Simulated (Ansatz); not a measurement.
# A convergence test on Diamond (Fd-3m, 2 atoms a cell): k mesh of the hybrid

Wanted: the cheapest k mesh of the hybrid that holds the HSE06 gap of Diamond (Fd-3m, 2 atoms a cell).

Main program and level: Ansatz 0.2.0; DFT, HSE06, plane waves, PAW; PAW set soft_1.

### Step 1. The starting structure

Symmetry: Fd-3m, No. 227, cubic system. The conventional cell has a = 3.567 Å, b = 3.567 Å, c = 3.567 Å, α = 90.00°, β = 90.00°, γ = 90.00°. Nearest to C lie 4 C at 1.54 Å.

The cell and positions come from the Crystallography Open Database and are kept as given unless a step says otherwise.

### Step 2. k mesh of the hybrid: 4×4×4

input.yaml

```yaml
crystal:
  lattice:
    - [0.0, 1.78337, 1.78337]
    - [1.78337, 0.0, 1.78337]
    - [1.78337, 1.78337, 0.0]
  atoms:
    - { symbol: C, position: [0.0, 0.0, 0.0] }
    - { symbol: C, position: [0.25, 0.25, 0.25] }
kpoints:
  mp_grid: { grid: [4, 4, 4] }
  band_path:
    path:
      - [0.0, 0.0, 0.0]
      - [0.5, 0.0, 0.5]
      - [0.625, 0.25, 0.625]
      - [0.375, 0.375, 0.75]
      - [0.5, 0.5, 0.5]
      - [0.5, 0.25, 0.75]
      - [0.35, 0.0, 0.35]
    npoints: 1
hamiltonian:
  xc: hse06
  pseudopotentials: { kind: paw, azcp: { folder: soft_1 } }
scf:
  occupations: { method: fixed }
  n_extra_bands: 4
output:
  eigenvalues: true
```

On the command line:

```sh
$ ansatz run input.yaml --threads 3 --pin off --max-ram 92160MiB --backend cuda --events-out ev --progress --plain --runs-dir out --devices 1 --max-vram 13GiB
```

Numbers of over 12 decimals in the logs are rounded to 6 here.

What it wrote:

```text
scf.n_extra_bands = 4 over 4 filled bands (N_el = 8.0): the run solves 8 bands
exact exchange: scf.exx.singularity resolves to wigner_seitz, which cuts the screened interaction at the faces of the exchange supercell's Wigner-Seitz cell, so that each pair interacts once, at the shortest of its separations (the periodic images that this leaves out come, for a point-like exchange hole, to about 0.013 eV on a filled level). The cut falls within the interaction's reach, and what an exchange supercel [...]
GPUs: using 1 of 1 available (devices: 1).
Engine: ansatz 0.2.0, x86_64-unknown-linux-gnu
Pseudopotentials: kind: paw
Pseudopotential: C, paw, valence charge 4, recommended cutoff 420 eV (normal), soft_1/C.paw.azcp
Functional definition: HSE06
  parameter a = 0.25
  parameter omega = 0.11/bohr
  exchange = pbe_x - a*pbe_x_sr(omega) + a*exact_x_sr(omega)
  correlation = pbe_c
davidson cushion auto → on  (no smearing: the cushion is to keep the highest requested band from converging to the state above it; pin scf.eigensolver.cushion to override)
device memory: the entry about to start is reckoned to put 0.6 GiB on a device that reports 53.7 GiB free (of which the cap on the GPU budget leaves the run 13.0 GiB)
GPU FFT provider: cuFFT
GPU libraries: cuBLAS 13.8.2, cuFFT 12.4.0, cuSOLVER 12.3.4
Crystal: 2 atoms, lattice volume = 11.344 Å³
Basis set: ecut = 420 eV, 229 PW (Γ)
Bands: 8, of which v1, the nominal top of the filled ones, is band 4 counted from 1 (3 counted from 0)
Symmetry: 48 space group operations
Space group: Fd-3m (ITA 227), of the structure as read, at distance tolerance 2.2e-5 Å
k-points: 8 of 64
Non-local potential: C, projectors of the file, l = 0: 2, l = 1: 2, l = 2: 1
PAW form: soft (Blöchl's): semilocal exchange-correlation on the pseudo side does not see the compensation charge
PAW frozen core: C, regenerated for the run's functional, and the local potential with it (the file was generated under x = pbe(κ = 0.804, μ = 0.219515), c = pbe(β = 0.066725))
PAW one-centre angular grid: C, 110 points (default); XC on 64 Gauss nodes
Initial density: superposition of atomic densities (chi_scale 0.1, normalization cell)
Initial wavefunctions: pseudopotential atomic-orbital guess
GPU buffer pool allocated for 5832 grid points (all kernels)
GPU transforms: local potential and band sums: pruned to the plane-wave sphere, on 18×18×18
Functional: x = pbe(κ = 0.804, μ = 0.219515), c = pbe(β = 0.066725), warm-up for x = pbe(κ = 0.804, μ = 0.219515) + 0.25 (exact − pbe) at short range (hse, ω = 0.207870 Å⁻¹), c = pbe(β = 0.066725); HSE06 as pw.x's `hse` composes it (authors' and Libxc's form: `xc: wpbeh`)
SCF iter   1: F=—  HF=-502.055314 eV  |F-HF|=—  |Δ(HF+E_count)|=         —  Δρ=1.41e-1  dr2=1.60e0  ethr=1.00e-1  ⟨swp⟩=3.6  Hψ=230  notcnv=0
preconditioner: auto → none  [insulator: Δε(μ)=5.000 eV  Ē_g=19.553 eV  n_scr=0 (ndim 8)  ℏωp=31.2 eV  f_vac=0.000]
SCF iter   2: F=—  HF=-501.535910 eV  |F-HF|=—  |Δ(HF+E_count)|=   5.19e-1  Δρ=5.70e-2  dr2=2.28e-1  ethr=2.00e-2  ⟨swp⟩=2.0  Hψ=160  notcnv=0
iter 3 solved again at ethr=1.60e-5 eV; its pass at ethr=2.85e-3 eV (dr2=1.28e-3 eV) is discarded
SCF iter   3: F=-501.482814 eV  HF=-501.482197 eV  |F-HF|=6.17e-4  |Δ(HF+E_count)|=   5.37e-2  Δρ=5.63e-3  dr2=1.17e-3  ethr=1.60e-5  ⟨swp⟩=3.0  Hψ=360  notcnv=0
SCF 1 stopped early in 3 iterations: F = -501.482814 eV  dr2 = 1.17e-3
  greatest PAW one-centre occupation: 0.642 electrons in one spin orbital (limit 2), on the C atom at site 1 (counted from 0), in its partial waves of l = 0
device memory: the entry about to start is reckoned to put 0.8 GiB on a device that reports 53.7 GiB free (of which the cap on the GPU budget leaves the run 13.0 GiB)
GPU FFT provider: cuFFT
GPU libraries: cuBLAS 13.8.2, cuFFT 12.4.0, cuSOLVER 12.3.4
Initial density: handed on by an earlier stage of this run
Initial wavefunctions: those handed on with the density
GPU buffer pool allocated for 5832 grid points (all kernels)
[...]
Frozen-core exchange: fock
SCF iter   1: F=—  HF=-501.633642 eV  |F-HF|=—  |Δ(HF+E_count)|=         —  Δρ=1.51e-2  dr2=9.31e-3  ethr=1.46e-4  ⟨swp⟩=4.0  Hψ=269  notcnv=0
preconditioner: auto → none  [insulator: Δε(μ)=5.652 eV  Ē_g=22.115 eV  n_scr=0 (ndim 8)  ℏωp=31.2 eV  f_vac=0.000]
SCF iter   2: F=—  HF=-501.630800 eV  |F-HF|=—  |Δ(HF+E_count)|=   2.84e-3  Δρ=7.02e-3  dr2=1.77e-3  ethr=1.06e-4  ⟨swp⟩=2.0  Hψ=160  notcnv=0
SCF iter   3: F=—  HF=-501.632217 eV  |F-HF|=—  |Δ(HF+E_count)|=   1.42e-3  Δρ=1.35e-3  dr2=6.69e-5  ethr=2.09e-5  ⟨swp⟩=2.5  Hψ=165  notcnv=0
SCF iter   4: F=-501.632198 eV  HF=-501.632198 eV  |F-HF|=1.38e-7  |Δ(HF+E_count)|=   1.88e-5  Δρ=1.41e-4  dr2=1.62e-6  ethr=7.80e-7  ⟨swp⟩=2.0  Hψ=160  notcnv=0
SCF 2 stopped early in 4 iterations: F = -501.632198 eV  dr2 = 1.62e-6
  greatest PAW one-centre occupation: 0.645 electrons in one spin orbital (limit 2), on the C atom at site 1 (counted from 0), in its partial waves of l = 0
hybrid outer 1: dexx = +1.994e-3 eV, tail = 1.19e-5 eV
GPU FFT provider: cuFFT
GPU libraries: cuBLAS 13.8.2, cuFFT 12.4.0, cuSOLVER 12.3.4
GPU buffer pool allocated for 5832 grid points (all kernels)
GPU transforms: local potential and band sums: pruned to the plane-wave sphere, on 18×18×18
Exchange kernel: α = 0.2500, screened, ω = 0.2079 Å⁻¹, Wigner–Seitz truncation, v(0) = 863.0428 eV·Å³, q-mesh 4×4×4, nearest image of the exchange supercell L = 10.09 Å, pair-density grid 12×12×12, without the augmentation charges, whose exchange is taken in its separable form by FFT convolution over the k-point mesh (sized by the pseudopotential files, 15×15×15 at the most), smooth part of the exact exchange by density-matrix convolution in up to 130.0 MiB of GPU memory as planned if the GPU has room (build and FFT work areas not counted)
Frozen-core exchange: fock
SCF iter   1: F=—  HF=-501.632226 eV  |F-HF|=—  |Δ(HF+E_count)|=         —  Δρ=8.77e-5  dr2=3.22e-7  ethr=7.47e-7  ⟨swp⟩=2.1  Hψ=163  notcnv=0
preconditioner: auto → none  [insulator: Δε(μ)=5.707 eV  Ē_g=22.119 eV  n_scr=0 (ndim 8)  ℏωp=31.2 eV  f_vac=0.000]
iter 2 solved again at ethr=6.34e-11 eV; its pass at ethr=3.08e-9 eV (dr2=5.07e-9 eV) is discarded
SCF iter   2: F=-501.632226 eV  HF=-501.632226 eV  |F-HF|=7.24e-9  |Δ(HF+E_count)|=   4.46e-8  Δρ=1.69e-5  dr2=9.88e-9  ethr=6.34e-11  ⟨swp⟩=2.0  Hψ=366  notcnv=0
SCF 3 converged in 2 iterations: F = -501.632226 eV  dr2 = 9.88e-9
hybrid outer 2: dexx = +1.006e-7 eV, tail = 2.67e-8 eV, Δε = 1.99e-3 eV (about 1.18e-4 eV left of the loop's levels)
device memory: the entry about to start is reckoned to put 0.2 GiB on a device that reports 51.8 GiB free (of which the cap on the GPU budget leaves the run 13.0 GiB)
NSCF: frozen V_eff on 7 k-points
hybrid SCF converged: 2 outer / 6 inner (+3 warm-up), last move |dexx| = 1.01e-7 eV, tail = 2.67e-8 eV
Stability not checked: this state was not tested for a lower state beside it, because the functional holds exact exchange (a hybrid, or Hartree-Fock), whose exchange loop this test does not read (fock_operator; see scf.lower_state_search)
Free energy (F): -501.632226 eV
Frozen-core exchange: fock
Harris-Foulkes:  -501.632226 eV  (|F-HF|=7.24e-9)
Internal energy: -501.632226 eV  (E = F + TS)
E sigma→0 (E₀):  -501.632226 eV
Fermi energy:    12.723258 eV
--- Per-component energies (eV) ---
  E_band       = 23.357286
  E_kinetic    = 180.071122
  E_local      = -109.366684  (includes V_loc(G=0)·N_el)
  E_nonlocal   = 44.640309
  E_hartree    = 26.372531
  E_xc         = -77.363282
  E_vxc        = -94.571377  (∫ρ·V_xc dr)
  E_exx        = -18.321667  (= α·E_x^exact, valence–valence)
  E_paw        = -199.668797  (= ΣΔE_a)
  E_vpaw       = -13.518117  (= ΣTr[D̂ρ^β])
  E_aug_tail   = 0.000043  (compensation charges beyond the density's cutoff)
  E_ewald      = -347.961363
  E_core_change = -0.034436  (= ΣΔE_core)
  E_smearing   = -0.000000  (= −TS)
  E_closure    = 0.000000  (closes the sum)
  Σ components = -501.632226   (vs F -501.632226, Δ=0.00e0)
--- Band table (eV; the first three rows and the last of 8) ---
  k-point 0: bands = ["-10.7886", "12.7233", "12.7233", "12.7233", "19.7456", "19.7456", "19.7456", "27.9679"]
  k-point 1: bands = ["-8.9297", "5.5447", "10.8423", "10.8423", "22.1015", "22.1015", "22.3756", "29.3630"]
  k-point 2: bands = ["-4.5636", "-1.8720", "9.6632", "9.6632", "22.7837", "22.7837", "23.0915", "30.3308"]
  k-point 7: bands = ["-0.4827", "-0.4827", "3.7174", "3.7174", "24.8987", "24.8987", "26.9807", "26.9807"]
```

Run time: 14 s. Hardware: 1 × NVIDIA H100 80GB HBM3 (shared by 6 runs) with 3 threads of AMD EPYC 7R13 (Zen 3), shared host; peak memory 0.98 GiB.

Numbers from this step:

- gap: 5.342 eV
- valence top at: Γ
- conduction bottom at: k = (0.350, 0.000, 0.350)
- least direct gap: 7.022 eV
- exact-exchange fraction: 0.25

The gap is indirect, with the least direct gap 1.68 eV higher.

### Step 3. k mesh of the hybrid: 6×6×6

input.yaml, as its differences from that of step 2:

```diff
@@ -9,3 +9,3 @@
 kpoints:
-  mp_grid: { grid: [4, 4, 4] }
+  mp_grid: { grid: [6, 6, 6] }
   band_path:
```

What it wrote:

```text
[...]
GPUs: using 1 of 1 available (devices: 1).
[...]
GPU FFT provider: cuFFT
GPU libraries: cuBLAS 13.8.2, cuFFT 12.4.0, cuSOLVER 12.3.4
Crystal: 2 atoms, lattice volume = 11.344 Å³
Basis set: ecut = 420 eV, 229 PW (Γ)
Bands: 8, of which v1, the nominal top of the filled ones, is band 4 counted from 1 (3 counted from 0)
[... 1 set-up line as in the run before ...]
[...]
k-points: 16 of 216
[...]
SCF 3 converged in 2 iterations: F = -501.754005 eV  dr2 = 9.54e-9
[...]
NSCF: frozen V_eff on 7 k-points
[...]
Free energy (F): -501.754005 eV
Frozen-core exchange: fock
[...]
Internal energy: -501.754005 eV  (E = F + TS)
E sigma→0 (E₀):  -501.754005 eV
Fermi energy:    12.726120 eV
[...]
--- Band table (eV; the first three rows and the last of 16) ---
[...]
```

It took 18 s on 1 × NVIDIA H100 80GB HBM3 (shared by 6 runs) with 3 threads; peak memory 0.99 GiB; 11 s of CPU time.

This step gave:

```
gap                  : 5.302 eV
valence top at       : Γ
conduction bottom at : k = (0.350, 0.000, 0.350)
least direct gap     : 6.981 eV
```

The gap is 5.302 eV, −0.040 eV from the run before at this level.

### Step 4. The series

Differences are against the last row; a negative gap means that bands overlap, and a run with a band path holds that path's time. Times are wall times on 1 × NVIDIA H100 80GB HBM3 (shared by 6 runs) with 3 threads of AMD EPYC 7R13 (Zen 3), shared host, good to a factor of about two.

```csv
k mesh of the hybrid,gap (eV),direct gap (eV),gap error (eV),energy error (meV/atom),irreducible k,time
4×4×4,5.342,7.022,+0.040,+60.9,8,14 s
6×6×6,5.302,6.981,+0.000,+0.0,16,18 s
```

### Step 5. What came out

```
4×4×4 : 5.342 eV
6×6×6 : 5.302 eV
```

The gap holds to 0.02 eV from 6×6×6 on, the last run itself, so the series does not show convergence. At 4×4×4 the gap is off by +0.040 eV and the energy by +61 meV/atom. The gap is read over the mesh and added points near the edges, so meshes differ mainly through the density and, for a hybrid, the exchange operator.

[Paths, hosts, dates, memory and timing lines, banners, echoed tables and standing remarks are left out of the program output.]

[Logs are printed without paths, hosts, clocks, repeated set-up lines and the standing remarks that a program may print on its own settings, such as how far it seeks lower states.]

[Runs of the session that timed out or met a known fault of the program may be left out.]

[Cells called generated may have been cut or substituted from an entry of the Crystallography Open Database or the Materials Project.]

[Hosts, paths, dates, database ids (printed as entryN), source tags and the programs' standing remarks are cut or masked in the printed files.]
